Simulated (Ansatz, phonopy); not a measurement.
# KI (Fm-3m): thermal expansion from first principles, part 2 of 2

How much does KI expand with temperature?

Measurements to reproduce:
- volume expansion coefficient 113.7 1e-6/K near room temperature (given in “Descriptors for thermal expansion in solids”, 2017, arXiv:1701.03966)

Ansatz 0.2.0; DFT PBE, scalar-relativistic, plane waves, PAW (the session's first sound run).

So far. Step 4 (Tight relaxation): The residual pressure is -8.0e-6 GPa, small enough for phonons. Step 5 (A new level, relaxed again): The residual pressure is -0.0092 GPa, small enough for phonons.

In doubt: the dispersion correction can have small steps in the geometry for these elements (step 6), which bears on fits and elastic values.

**6. The quasi-harmonic study (continued)**

Quasi-harmonic; a, b, c are the run's own cell vectors. Expansion, by row:

```
T (K)  a (Å)  b (Å)  c (Å)  alpha (deg)  beta (deg)  gamma (deg)  cell volume (Å³/cell)  alpha_a (1e-6/K)  alpha_b (1e-6/K)  alpha_c (1e-6/K)  alpha_V (1e-6/K)  C_P (J/mol-atom/K)  C_V (J/mol-atom/K)  S (J/mol-atom/K)  B_T (GPa)  B_S (GPa)  Grueneisen  extrapolation  fit error (1e-6/K)
    0  4.965  4.965  4.965           60          60           60                  86.55                 0                 0                 0                 0                   0                   0                 0      12.78      12.78           -              0                   0
   25  4.965  4.965  4.965           60          60           60                  86.57              7.72              7.72              7.72             23.17               8.295               8.291             4.367      12.75      12.76       0.929              0                   0
   50  4.967  4.967  4.967           60          60           60                  86.67             21.78             21.78             21.78             65.34               16.73               16.66             13.02      12.63      12.68       1.293              0                0.01
   75  4.971  4.971  4.971           60          60           60                  86.83              29.2              29.2              29.2             87.59               20.68               20.49             20.65      12.46      12.58       1.393              0                0.01
  100  4.974  4.974  4.974           60          60           60                  87.04             33.03             33.03             33.03              99.1               22.57               22.26             26.89      12.28      12.46       1.433              0                0.02
  125  4.979  4.979  4.979           60          60           60                  87.26             35.37             35.37             35.37             106.1               23.62               23.18             32.05       12.1      12.33       1.455              0                0.02
  150  4.983  4.983  4.983           60          60           60                   87.5             37.03             37.03             37.03             111.1               24.28                23.7             36.42      11.91       12.2        1.47              0                0.02
  175  4.988  4.988  4.988           60          60           60                  87.75             38.35             38.35             38.35               115               24.75               24.03              40.2      11.71      12.06       1.482              0                0.03
  200  4.993  4.993  4.993           60          60           60                     88              39.5              39.5              39.5             118.5                25.1               24.24             43.53      11.52      11.92       1.492              0                0.03
  225  4.998  4.998  4.998           60          60           60                  88.27             40.57             40.57             40.57             121.7                25.4               24.39              46.5      11.32      11.78       1.501              0                0.03
  250  5.003  5.003  5.003           60          60           60                  88.54             41.59             41.59             41.59             124.8               25.65                24.5             49.19      11.12      11.64        1.51              0                0.04
  275  5.008  5.008  5.008           60          60           60                  88.82             42.61             42.61             42.61             127.8               25.89               24.58             51.65      10.92       11.5       1.518              0                0.04
298.1  5.013  5.013  5.013           60          60           60                  89.09             43.57             43.57             43.57             130.7                26.1               24.64             53.75      10.73      11.36       1.526              0                0.04
  300  5.014  5.014  5.014           60          60           60                  89.11             43.64             43.64             43.64             130.9               26.12               24.64             53.91      10.71      11.35       1.527              0                0.04
  325  5.019  5.019  5.019           60          60           60                   89.4              44.7              44.7              44.7             134.1               26.34               24.69             56.01       10.5       11.2       1.536              0                0.05
  350  5.025  5.025  5.025           60          60           60                  89.71              45.8              45.8              45.8             137.4               26.56               24.73             57.97      10.29      11.05       1.544              0                0.05
  375  5.031  5.031  5.031           60          60           60                  90.02             46.94             46.94             46.94             140.8               26.79               24.75             59.81      10.08       10.9       1.554              0                0.06
  400  5.037  5.037  5.037           60          60           60                  90.34             48.14             48.14             48.14             144.4               27.02               24.78             61.55       9.86      10.75       1.563              0                0.06
  425  5.043  5.043  5.043           60          60           60                  90.67             49.42             49.42             49.42             148.2               27.26                24.8             63.19       9.63      10.59       1.572              0                0.06
  450  5.049  5.049  5.049           60          60           60                  91.01             50.77             50.77             50.77             152.3               27.51               24.82             64.76       9.41      10.43       1.582              0                0.05
  475  5.056  5.056  5.056           60          60           60                  91.37             52.22             52.22             52.22             156.7               27.77               24.83             66.25       9.17      10.26       1.593              0                0.05
  500  5.062  5.062  5.062           60          60           60                  91.73             53.78             53.78             53.78             161.3               28.06               24.84             67.68       8.94      10.09       1.603              0                0.07
```

Expansion coefficient against temperature; values in 1e-6/K:

```
temperature (K)  volume  principal 1
              0       0            0
             25    23.2         7.72
             50    65.3         21.8
             75    87.6         29.2
            100    99.1         33.0
            125     106         35.4
            150     111         37.0
            175     115         38.4
            200     118         39.5
            225     122         40.6
            250     125         41.6
            275     128         42.6
            298     131         43.6
            300     131         43.6
            325     134         44.7
            350     137         45.8
            375     141         46.9
            400     144         48.1
            425     148         49.4
            450     152         50.8
            475     157         52.2
            500     161         53.8
```

At 298 K the volume expansion is 131 × 10⁻⁶/K and B_T is 10.7 GPa. The program raised the cutoff to 487.2 eV by itself: with no cutoff typed, the study takes about 1.16 times the default for its relaxations and scales it with the volume for the phonons.

**7. Free-energy fit**

This step: DFT PBE+D3(BJ), scalar-relativistic, plane waves, PAW (phonopy 4.10.0).

This step gave:

```
volume expansion coefficient at 300 K : 131.0 1e-6/K
isothermal bulk modulus at 300 K      : 10.71 GPa
C_P at 300 K                          : 26.14 J/mol-atom/K
Grüneisen parameter at 300 K          : 1.527
```

Table of energy (each curve on its own zero) by volume; values in meV/atom:

```
volume (Å³/atom)  static  F at 0 K  F at 300 K  F at 500 K
           42.98       0      0.99        4.92        8.12
           43.63     0.4      1.03        3.59        5.67
           44.43    1.89      2.08        2.93        3.62
           45.17    4.17      3.96         3.2        2.57
           45.92    7.28      6.67        4.24        2.27
           46.69    11.2      10.2        6.02        2.66
```

Phonopy-qha, vinet fit of F(V) at each temperature. Qha vinet, by row:

```
T (K)  fitted volume (Å³/atom)  alpha_V (1e-6/K)  B_T (GPa)  C_P (J/mol-atom/K)  Grueneisen
   75                    43.42             85.89      12.46               20.75       1.365
  100                    43.52             98.39      12.28               22.69       1.423
  125                    43.63             105.8      12.09               23.72        1.45
  150                    43.75             110.9      11.91               24.36       1.468
  175                    43.87             114.9      11.71               24.81        1.48
  200                       44             118.4      11.52               25.16       1.491
  225                    44.13             121.7      11.32               25.44       1.501
  250                    44.27             124.8      11.12               25.69        1.51
  275                    44.41             127.8      10.92               25.92       1.518
  300                    44.55               131      10.71               26.14       1.527
  325                     44.7             134.2       10.5               26.36       1.536
  350                    44.85             137.5      10.29               26.58       1.545
  375                    45.01             140.9      10.07                26.8       1.554
  400                    45.17             144.5       9.85               27.03       1.563
  425                    45.34             148.4       9.63               27.27       1.573
  450                    45.51             152.4       9.41               27.52       1.583
  475                    45.68             156.7       9.18               27.79       1.593
```

The volume expansion coefficient by temperature; values in 1e-6/K:

```
temperature (K)  phonopy-qha, Vinet  Ansatz's own study
             75                85.9                87.6
            100                98.4                99.1
            125                 106                 106
            150                 111                 111
            175                 115                 115
            200                 118                 118
            225                 122                 122
            250                 125                 125
            275                 128                 128
            300                 131                 131
            325                 134                 134
            350                 137                 137
            375                 141                 141
            400                 145                 144
            425                 148                 148
            450                 152                 152
            475                 157                 157
```

The fit gives a volume expansion of 131 × 10⁻⁶/K at 300 K, against 131 at 298 K from the study itself, whose static fit uses more cells.

**8. Summary of results**

```yaml
settings_of_these_figures: PBE+D3(BJ), 487.2 eV, k 8×8×8, q 4×4×4
volume_expansion_coefficient_at_298_k: 130.7 1e-6/K
c_p_at_298_k: 26.10 J/mol-atom/K
entropy_at_298_k: 53.75 J/mol-atom/K
isothermal_bulk_modulus_at_298_k: 10.73 GPa
grueneisen_parameter_at_298_k: 1.526
volume_at_298_k: 44.54 Å³/atom
principal_linear_expansion_coefficients_at_298_k: 43.57, 43.57, 43.57 1e-6/K
```

**Reading.** Near room temperature KI expands by 131 × 10⁻⁶/K in volume by PBE+D3(BJ), with C_P = 26.1 J/(mol K) per mole of atoms and B_T = 10.7 GPa. C_P at room temperature is 105 % of the classical 3R an atom; C_V is 99 %, and the rest is expansion work. A measured volume expansion coefficient near room temperature is 113.7 1e-6/K (arXiv:1701.03966); the calculated 131 1e-6/K differs by +15 %. The dispersion term is taken with its C6 weights frozen at the crystal at rest, in the force constants and, in the expansion study, in the energies too.

[Logs are printed without paths, hosts, clocks, repeated set-up lines and the standing remarks that a program may print on its own settings, such as how far it seeks lower states.]

[Hosts, paths, dates, database ids (printed as entryN), source tags and the programs' standing remarks are cut or masked in the printed files.]

[A step with changed settings may run another functional than the one named; its input shows which.]
